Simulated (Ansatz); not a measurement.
**La2C (built on the sites of a database entry of Sc2C): from the cell to its phonons**

Wanted: vibrations and spectra of La2C (built on the sites of a database entry of Sc2C); the cell is already relaxed.

Calculated with Ansatz 0.2.0; DFT PBEsol, scalar-relativistic, plane waves, norm-conserving pseudopotentials.

The structure was built from a prototype and need not be the compound's stable phase.

**1. Starting point**

It takes space group P-3m1 (No. 164, trigonal). Conventional cell: a = 3.661 Å, b = 3.661 Å, c = 6.786 Å, α = 90.00°, β = 90.00°, γ = 120.00°. Nearest to La lie 3 C at 2.56 Å. Nearest to C lie 6 La at 2.56 Å. Farther neighbours are not listed.

**2. Linear response at the zone centre**

The cell comes from relaxations at this level that are not shown. The zone centre is the only wavevector solved here; it holds the modes that light can see, as far as symmetry allows. No field response is asked, since the mesh shows no gap.

input.yaml reads:

```yaml
crystal:
  lattice:
    - [3.6613937289, -2.7231e-06, 0.0]
    - [-1.8306945062, 3.170861344, 0.0]
    - [0.0, 0.0, 6.7861843201]
  atoms:
    - { symbol: La, position: [0.6666666667, 0.3333333333, 0.7118646131] }
    - { symbol: La, position: [0.3333333333, 0.6666666667, 0.2881353869] }
    - { symbol: C, position: [0.0, 0.0, 0.5] }
kpoints:
  mp_grid: { grid: [15, 15, 6] }
hamiltonian:
  xc: pbesol
  pseudopotentials: { kind: nc }
scf:
  occupations: { method: methfessel_paxton, width: 0.2 }
output:
  eigenvalues: true
phonons:
  method: dfpt
```

Run with:

```bash
ansatz run input.yaml --threads 8 --pin off --max-ram 14336MiB --backend cpu --events-out ev --progress --plain --runs-dir out
```

Then come: isotope substitution. Settings of the main run: cutoff 1496.63 eV, 15×15×6 k-mesh, Methfessel-Paxton occupations, smearing width 0.2 eV, PAW set nc.

**Question.** What will these runs give for the highest optical mode at the zone centre?

The structure is stable against zone-centre distortions, since no mode there is imaginary; other wavevectors were not solved, so zone-boundary instabilities are untested. The optical modes at Γ span 92 to 361 cm⁻¹. No dispersion was computed.

| Property | Result |
| --- | --- |
| volume per atom | 26.3 Å³ |
| electronic character | no gap on this mesh |
| highest optical mode at the zone centre (no LO-TO term) | 361 cm⁻¹ |
| lowest optical zone-centre mode | 91.7 cm⁻¹ |
| imaginary modes at Γ (the only wavevector solved) | none |

The highest mode in this list at Γ, 361.0 cm⁻¹, is mostly motion of C (96 % of the kinetic energy). With no gap, or one that is small against the smearing, the frequencies hang on the k mesh and the smearing, most of all near Kohn anomalies. Spin-orbit coupling is left out, which can matter for the heavy elements here. The starting cell was built on a prototype and not taken from a measurement, so the phase need not exist. These are harmonic frequencies at zero temperature: anharmonic shifts, linewidths and thermal expansion are left out.

[Logs are printed without paths, hosts, clocks, repeated set-up lines and the standing remarks that a program may print on its own settings, such as how far it seeks lower states.]

[Hosts, paths, dates, database ids (printed as entryN), source tags and the programs' standing remarks are cut or masked in the printed files.]
